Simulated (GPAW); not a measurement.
**LiCl (Fm-3m): refractive index against wavelength**

The refractive index of LiCl (Fm-3m) below the direct gap (6.32 eV on the mesh) is read from one computed spectrum, n = √(Re ε).

The structure is cubic, space group Fm-3m (No. 225). Conventional cell: a = 5.130 Å, b = 5.130 Å, c = 5.130 Å, α = 90.00°, β = 90.00°, γ = 90.00°. Cl on site b has 6 Li at 2.56 Å as nearest neighbours. Around Li on site a lie 6 Cl at 2.56 Å.

Method: GPAW 26.7.0, PBE, RPA, k-mesh 12×12×12, local fields up to 60 eV, Lorentzian half width 0.15 eV.

Launch of the response step: `OMP_NUM_THREADS=1 python df.py`. The run took 24 s, its band step included, on 1 thread of Arm Neoverse V2 (shared host).

```
wavelength (nm)  photon energy E (eV)       n
            700                 1.771  1.6698
            633                 1.959  1.6738
            532                 2.331  1.6832
            450                 2.755  1.6966
            405                 3.061  1.7082
            365                 3.397  1.7231
            308                 4.025       ?
```

In the single-oscillator model n² − 1 = E₀E_d/(E₀² − E²), so 1/(n² − 1) = E₀/E_d − E²/(E₀E_d) is linear in E².

Working, on the rows shown:

| x = E² (eV²) | y = 1/(n² − 1) |
| --- | --- |
| 3.13716 | 0.559212 |
| 3.83641 | 0.55506 |
| 5.43137 | 0.545505 |
| 7.59115 | 0.532353 |
| 9.37179 | 0.521391 |
| 11.5384 | 0.507853 |

Means: x̄ = 6.8177, ȳ = 0.5369. Σ(x − x̄)(y − ȳ) = -0.3284, Σ(x − x̄)² = 53.76. Slope = -0.3284 / 53.76 = -0.006109; intercept = ȳ − slope · x̄ = 0.57855. Turned back into n, the line misses the rows shown by at most 0.00023.

Question: What does the fit predict for the withheld row, and how well does it do?

Answer: At x = 16.204 the line gives y = 0.47955, that is 1.7565. The run gave 1.7585, so the extrapolation is off by 0.002, 2 % of the range in the table.

Refitted with all rows, the slope is -0.00621 and the intercept 0.57913. These give E₀ = √(intercept/−slope) = 9.66 eV and E_d = E₀/intercept = 16.7 eV; E₀ is 1.5 times the direct gap. The electronic limit at long wavelengths, without lattice vibrations, is n = √(1 + 1/intercept) = 1.651. The cell comes from an older database entry, whose edges can be off by a per cent or so. Excitons are left out; PBE gaps are as a rule too small. The values come from a sum over the points of one k-mesh and carry its error, which grows as the direct gap shrinks.

[Logs are printed without paths, hosts, clocks, repeated set-up lines and the standing remarks that a program may print on its own settings, such as how far it seeks lower states.]
